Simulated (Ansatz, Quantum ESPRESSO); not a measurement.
# GdSi2 (P6/mmm): zone-centre phonons

Wanted: the vibrations of GdSi2 (P6/mmm) at Γ, by two programs.

Method: DFT PBEsol, scalar-relativistic, plane waves, PseudoDojo norm-conserving, 4f in core pseudopotentials, in Quantum ESPRESSO 7.5.

## 1. The structure

It takes space group P6/mmm (No. 191, hexagonal). Conventional cell: a = 4.059 Å, b = 4.059 Å, c = 4.071 Å, α = 90.00°, β = 90.00°, γ = 120.00°. Nearest to Gd lie 12 Si at 3.10 Å. Nearest to Si lie 3 Si at 2.34 Å and 6 Gd at 3.10 Å. Farther neighbours are not listed.

## 2. A first look

Before anything dear is run, a loose run with smearing shows whether this is a metal and how far the cell is from rest.

Contents of probe.in:

```
&control
   calculation = 'scf'
   prefix = 'x'
   outdir = './tmp'
   pseudo_dir = './pseudo'
   tprnfor = .true.
   tstress = .true.
   verbosity = 'high'
/
&system
   ibrav = 4
   celldm(1) = 7.67097616
   celldm(3) = 1.00300309
   nat = 3
   ntyp = 2
   ecutwfc = 44.0
   input_dft = 'pbesol'
   occupations = 'smearing'
   smearing = 'gaussian'
   degauss = 0.01
/
&electrons
   conv_thr = 1.0d-07
   mixing_beta = 0.7
   electron_maxstep = 100
/
ATOMIC_SPECIES
 Gd    157.2500  Gd.upf
 Si     28.0850  Si.upf
ATOMIC_POSITIONS crystal
 Gd     0.000000000   0.000000000   0.000000000
 Si     0.666666670   0.333333330   0.500000000
 Si     0.333333330   0.666666670   0.500000000
K_POINTS automatic
 6 6 4 0 0 0
```

Run with:

```console
$ OMP_NUM_THREADS=1 mpirun -n 4 pw.x -nk 4 -in probe.in > probe.out
```

Output:

```text
[banners, grids, parts of the stress and lines that vanish by symmetry left out]
Program PWSCF v.7.5
     IMPORTANT: XC functional enforced from input :
     Exchange-correlation= PBESOL
                           (   1   4  10   8   0   0   0)
[...]
kinetic-energy cutoff     =      44.0000  Ry
     charge density cutoff     =     176.0000  Ry
     scf convergence threshold =      1.0E-07
[...]
Exchange-correlation= PBESOL
                           (   1   4  10   8   0   0   0)
[...]
24 Sym. Ops., with inversion, found
[...]
(     0          1          0      )
                  (     0          0          1      )
[...]
(  0.0000000  1.0000000  0.0000000 )
                  (  0.0000000  0.0000000  1.0000000 )
[...]
(     0         -1          0      )
[...]
(    -1          0          0      )
                  (     0          0          1      )
[...]
( -0.8660254 -0.5000000  0.0000000 )
                  (  0.0000000  0.0000000  1.0000000 )
[...]
number of k points=    21  Gaussian smearing, width (Ry)=  0.0100
[...]
End of self-consistent calculation
[...]
the Fermi energy is    11.2641 ev
!    total energy              =    -100.09421870 Ry
[...]
convergence has been achieved in   7 iterations
[...]
atom    1 type  1   force =     0.00000000   -0.00000000   -0.00000000
     atom    2 type  2   force =    -0.00000000   -0.00000000   -0.00000000
     atom    3 type  2   force =     0.00000000    0.00000000   -0.00000000
[...]
Total force =     0.000000     Total SCF correction =     0.000000
[...]
total   stress  (Ry/bohr**3)                   (kbar)     P=      -24.57
[...]
XML data file, charge density, pseudopotentials, collected wavefunctions

   JOB DONE.
```

Wall time 4.4 s (4 MPI ranks of Arm Neoverse V1, shared host).

This step gave:

* volume per atom: 19.37 Å³
* pressure: -2.456 GPa
* gap on the k-mesh: 0 eV

No gap opens on this mesh, so smearing is kept; the start stands at -2.5 GPa.

## 3. Relaxing the cell and atoms

Frequencies change by per cents with a per cent of volume, so the structure is first brought to rest at this level of theory.

Contents of relax.in:

```
&control
   calculation = 'vc-relax'
   prefix = 'x'
   outdir = './tmp'
   pseudo_dir = './pseudo'
   tprnfor = .true.
   tstress = .true.
   forc_conv_thr = 2.0d-05
   etot_conv_thr = 1.0d-07
   nstep = 40
/
&system
   ibrav = 4
   celldm(1) = 7.67097616
   celldm(3) = 1.00300309
   nat = 3
   ntyp = 2
   ecutwfc = 44.0
   input_dft = 'pbesol'
   occupations = 'smearing'
   smearing = 'mv'
   degauss = 0.02
/
&electrons
   conv_thr = 1.0d-11
   mixing_beta = 0.7
   electron_maxstep = 100
/
&ions
/
&cell
   press_conv_thr = 0.1
/
ATOMIC_SPECIES
 Gd    157.2500  Gd.upf
 Si     28.0850  Si.upf
ATOMIC_POSITIONS crystal
 Gd     0.000000000   0.000000000   0.000000000
 Si     0.666666670   0.333333330   0.500000000
 Si     0.333333330   0.666666670   0.500000000
K_POINTS automatic
 9 9 8 0 0 0
```

Run with:

```console
$ OMP_NUM_THREADS=1 mpirun -n 4 pw.x -nk 4 -in relax.in > relax.out
```

Output:

```text
[banners, grids, parts of the stress and lines that vanish by symmetry left out]
[banner, memory and clock lines left out]
Program PWSCF v.7.5

[...]
Exchange-correlation= PBESOL
                           (   1   4  10   8   0   0   0)
[...]
kinetic-energy cutoff     =      44.0000  Ry
     charge density cutoff     =     176.0000  Ry
     scf convergence threshold =      1.0E-11
[...]
energy convergence thresh.=      1.0E-07
     force convergence thresh. =      2.0E-05
     press convergence thresh. =      1.0E-01
     Exchange-correlation= PBESOL
                           (   1   4  10   8   0   0   0)
[...]
24 Sym. Ops., with inversion, found
[...]
number of k points=    60  Marzari-Vanderbilt smearing, width (Ry)=  0.0200
[...]
c_bands:  1 eigenvalues not converged
[...]
End of self-consistent calculation
[...]
the Fermi energy is    11.1875 ev
!    total energy              =    -100.08954642 Ry
[...]
convergence has been achieved in   9 iterations
[...]
atom    1 type  1   force =     0.00000000   -0.00000000    0.00000000
     atom    2 type  2   force =    -0.00000000    0.00000000    0.00000000
     atom    3 type  2   force =     0.00000000   -0.00000000   -0.00000000
     Total force =     0.000000     Total SCF correction =     0.000000
[...]
total   stress  (Ry/bohr**3)                   (kbar)     P=      -24.33
[...]
number of bfgs steps    =   0
[...]
CELL_PARAMETERS (alat=  7.67097616)
[...]
ATOMIC_POSITIONS (crystal)
Gd               0.0000000000       -0.0000000000       -0.0000000000
Si               0.6666666700        0.3333333300        0.5000000000
Si               0.3333333300        0.6666666700        0.5000000000
[...]
New effective cutoffs (rho, wfc):  177.51   44.63
[...]
End of self-consistent calculation
[...]
the Fermi energy is    11.3511 ev
!    total energy              =    -100.09044889 Ry
[...]
convergence has been achieved in   7 iterations
[...]
atom    1 type  1   force =     0.00000000   -0.00000000   -0.00000000
     atom    2 type  2   force =     0.00000000   -0.00000000    0.00000000
     atom    3 type  2   force =    -0.00000000    0.00000000   -0.00000000
     Total force =     0.000000     Total SCF correction =     0.000000
[...]
total   stress  (Ry/bohr**3)                   (kbar)     P=      -14.19
[...]
number of bfgs steps    =   1
[...]
CELL_PARAMETERS (alat=  7.67097616)
[...]
ATOMIC_POSITIONS (crystal)
Gd               0.0000000000       -0.0000000000       -0.0000000000
[...]
New effective cutoffs (rho, wfc):  180.17   45.37
[...]
End of self-consistent calculation
[...]
the Fermi energy is    11.4978 ev
!    total energy              =    -100.09104845 Ry
[...]
convergence has been achieved in  10 iterations
[...]
atom    1 type  1   force =     0.00000000    0.00000000    0.00000000
     atom    2 type  2   force =     0.00000000    0.00000000    0.00000000
     atom    3 type  2   force =    -0.00000000   -0.00000000    0.00000000
     Total force =     0.000000     Total SCF correction =     0.000000
[...]
total   stress  (Ry/bohr**3)                   (kbar)     P=       -4.84
[...]
number of bfgs steps    =   2
[...]
!    total energy              =    -100.09173610 Ry
[...]
convergence has been achieved in   9 iterations
[...]
Total force =     0.000000     Total SCF correction =     0.000000
[...]
total   stress  (Ry/bohr**3)                   (kbar)     P=        3.89
[...]
number of bfgs steps    =   5
[...]
New effective cutoffs (rho, wfc):  188.47   47.51
[...]
the Fermi energy is    11.5986 ev
!    total energy              =    -100.09175603 Ry
[...]
convergence has been achieved in   7 iterations
[...]
Total force =     0.000000     Total SCF correction =     0.000000
[...]
total   stress  (Ry/bohr**3)                   (kbar)     P=        0.85
[...]
number of bfgs steps    =   6
[...]
New effective cutoffs (rho, wfc):  188.23   47.45
[...]
the Fermi energy is    11.5861 ev
!    total energy              =    -100.09175726 Ry
[...]
convergence has been achieved in   8 iterations
[...]
atom    2 type  2   force =    -0.00000000   -0.00000000   -0.00000000
     atom    3 type  2   force =     0.00000000    0.00000000    0.00000000
     Total force =     0.000000     Total SCF correction =     0.000000
[...]
total   stress  (Ry/bohr**3)                   (kbar)     P=        0.03
[...]
number of bfgs steps    =   7
[...]
CELL_PARAMETERS (alat=  7.67097616)
[...]
ATOMIC_POSITIONS (crystal)
[...]
New effective cutoffs (rho, wfc):  188.21   47.45
[...]
End of self-consistent calculation
[...]
the Fermi energy is    11.5856 ev
!    total energy              =    -100.09175726 Ry
[...]
convergence has been achieved in   5 iterations
[...]
atom    1 type  1   force =    -0.00000000    0.00000000   -0.00000000
     atom    2 type  2   force =    -0.00000000   -0.00000000   -0.00000000
     atom    3 type  2   force =     0.00000000    0.00000000    0.00000000
     Total force =     0.000000     Total SCF correction =     0.000000
[...]
total   stress  (Ry/bohr**3)                   (kbar)     P=       -0.00
[...]
bfgs converged in   9 scf cycles and   8 bfgs steps
[...]
End of BFGS Geometry Optimization
     Final enthalpy           =    -100.0917572637 Ry
     File ./tmp/x.bfgs deleted, as requested
[...]
CELL_PARAMETERS (alat=  7.67097616)
[...]
ATOMIC_POSITIONS (crystal)
[...]
Si               0.6666666700        0.3333333300        0.5000000000
Si               0.3333333300        0.6666666700        0.5000000000
[...]
Final scf calculation at the relaxed structure.
[...]
kinetic-energy cutoff     =      44.0000  Ry
     charge density cutoff     =     176.0000  Ry
     scf convergence threshold =      1.0E-13
[...]
press convergence thresh. =      1.0E-01
     Exchange-correlation= PBESOL
                           (   1   4  10   8   0   0   0)
[...]
24 Sym. Ops., with inversion, found
[...]
number of k points=    60  Marzari-Vanderbilt smearing, width (Ry)=  0.0200
[...]
c_bands:  1 eigenvalues not converged
     c_bands:  4 eigenvalues not converged
     c_bands:  1 eigenvalues not converged
     c_bands:  1 eigenvalues not converged
     c_bands:  2 eigenvalues not converged
[...]
c_bands:  1 eigenvalues not converged
[...]
End of self-consistent calculation
[...]
the Fermi energy is    11.5856 ev
!    total energy              =    -100.09168401 Ry
[...]
convergence has been achieved in  11 iterations
[...]
atom    1 type  1   force =    -0.00000000    0.00000000   -0.00000000
     atom    2 type  2   force =     0.00000000    0.00000000    0.00000000
     atom    3 type  2   force =    -0.00000000   -0.00000000   -0.00000000
     Total force =     0.000000     Total SCF correction =     0.000000
[...]
total   stress  (Ry/bohr**3)                   (kbar)     P=       -0.36
[...]
XML data file, charge density, pseudopotentials, collected wavefunctions
```

Run time: 89 s. Hardware: 4 MPI ranks.

Relaxation path:

```tsv
step	energy less that of the first step (eV)	largest force (eV/Å)	pressure (GPa)	volume (Å³)
1	0.0000	0.0000	-2.43	58.10
2	-0.0123	0.0000	-1.42	57.38
3	-0.0204	0.0000	-0.48	56.75
4	-0.0262	0.0000	0.61	56.03
5	-0.0279	0.0000	0.71	55.95
6	-0.0298	0.0000	0.39	56.09
7	-0.0301	0.0000	0.08	56.26
8	-0.0301	0.0000	0.00	56.31
9	-0.0301	0.0000	0.00	56.31
10	-0.0291	0.0000	-0.04	56.31
```

```tsv
conventional cell, symmetrised	before	after	change
a (Å)	4.059	4.075	+0.4 %
b (Å)	4.059	4.075	+0.4 %
c (Å)	4.071	3.915	-3.8 %
volume (Å³/atom)	19.37	18.77	-3.1 %
```

Final coordinates:

```cif
data_structure
_symmetry_space_group_name_H-M 'P 1'
_symmetry_Int_Tables_number 1
_cell_length_a 4.0754
_cell_length_b 4.0754
_cell_length_c 3.9149
_cell_angle_alpha 90.000
_cell_angle_beta 90.000
_cell_angle_gamma 120.000
_cell_volume 56.31
loop_
_atom_site_label
_atom_site_type_symbol
_atom_site_fract_x
_atom_site_fract_y
_atom_site_fract_z
_atom_site_occupancy
Gd1 Gd 0.00000 0.00000 0.00000 1
Si2 Si 0.66667 0.33333 0.50000 1
Si3 Si 0.33333 0.66667 0.50000 1
```

The last row of the table of steps is pw.x's closing run on a basis chosen anew for the final cell, so its energy can jump.

Read from the output:

| Quantity | Value |
| --- | --- |
| volume per atom | 18.77 Å³ |
| pressure | -0.03667 GPa |

The volume changes by -3.1 % from the cell with which this run began.

## 4. Ground state

Perturbation theory inherits every error of the wavefunctions, so the threshold is set near the limit of the arithmetic. Smearing stays on, as the first look found no gap above 0.3 eV.

Contents of scf.in:

```
&control
   calculation = 'scf'
   prefix = 'x'
   outdir = './tmp'
   pseudo_dir = './pseudo'
   tprnfor = .true.
   tstress = .true.
/
&system
   ibrav = 4
   celldm(1) = 7.70147702
   celldm(3) = 0.96059893
   nat = 3
   ntyp = 2
   ecutwfc = 44.0
   input_dft = 'pbesol'
   occupations = 'smearing'
   smearing = 'mv'
   degauss = 0.02
/
&electrons
   conv_thr = 1.0d-12
   mixing_beta = 0.7
   electron_maxstep = 100
/
ATOMIC_SPECIES
 Gd    157.2500  Gd.upf
 Si     28.0850  Si.upf
ATOMIC_POSITIONS crystal
 Gd     0.000000000   0.000000000   0.000000000
 Si     0.666666667   0.333333333   0.500000000
 Si     0.333333333   0.666666667   0.500000000
K_POINTS automatic
 10 10 8 0 0 0
```

Run with:

```console
$ OMP_NUM_THREADS=1 mpirun -n 4 pw.x -nk 4 -in scf.in > scf.out
```

Output:

```text
[banners, grids, parts of the stress and lines that vanish by symmetry left out]
[banner, memory and clock lines left out]
Program PWSCF v.7.5

[...]
Exchange-correlation= PBESOL
                           (   1   4  10   8   0   0   0)
[...]
kinetic-energy cutoff     =      44.0000  Ry
     charge density cutoff     =     176.0000  Ry
     scf convergence threshold =      1.0E-12
[...]
Exchange-correlation= PBESOL
                           (   1   4  10   8   0   0   0)
[...]
24 Sym. Ops., with inversion, found
[...]
number of k points=    70  Marzari-Vanderbilt smearing, width (Ry)=  0.0200
[...]
End of self-consistent calculation
[...]
the Fermi energy is    11.5963 ev
!    total energy              =    -100.09222328 Ry
[...]
convergence has been achieved in  12 iterations
[...]
atom    1 type  1   force =     0.00000000   -0.00000000    0.00000000
     atom    2 type  2   force =     0.00000000   -0.00000000    0.00000000
     atom    3 type  2   force =    -0.00000000    0.00000000   -0.00000000
     Total force =     0.000000     Total SCF correction =     0.000000
[...]
total   stress  (Ry/bohr**3)                   (kbar)     P=        0.63
[...]
XML data file, charge density, pseudopotentials, collected wavefunctions
```

It took 14 s on 4 MPI ranks.

This step gave:

| Item | Value |
| --- | --- |
| pressure | 0.06367 GPa |

The cell stands at 0.064 GPa, close enough for phonons.

(Part 1 of 3 ends here.)

[Host names and launcher messages were left out of these logs when they were recorded.]

[Logs are printed without paths, hosts, clocks, repeated set-up lines and the standing remarks that a program may print on its own settings, such as how far it seeks lower states.]

[Hosts, paths, dates, database ids (printed as entryN), source tags and the programs' standing remarks are cut or masked in the printed files.]
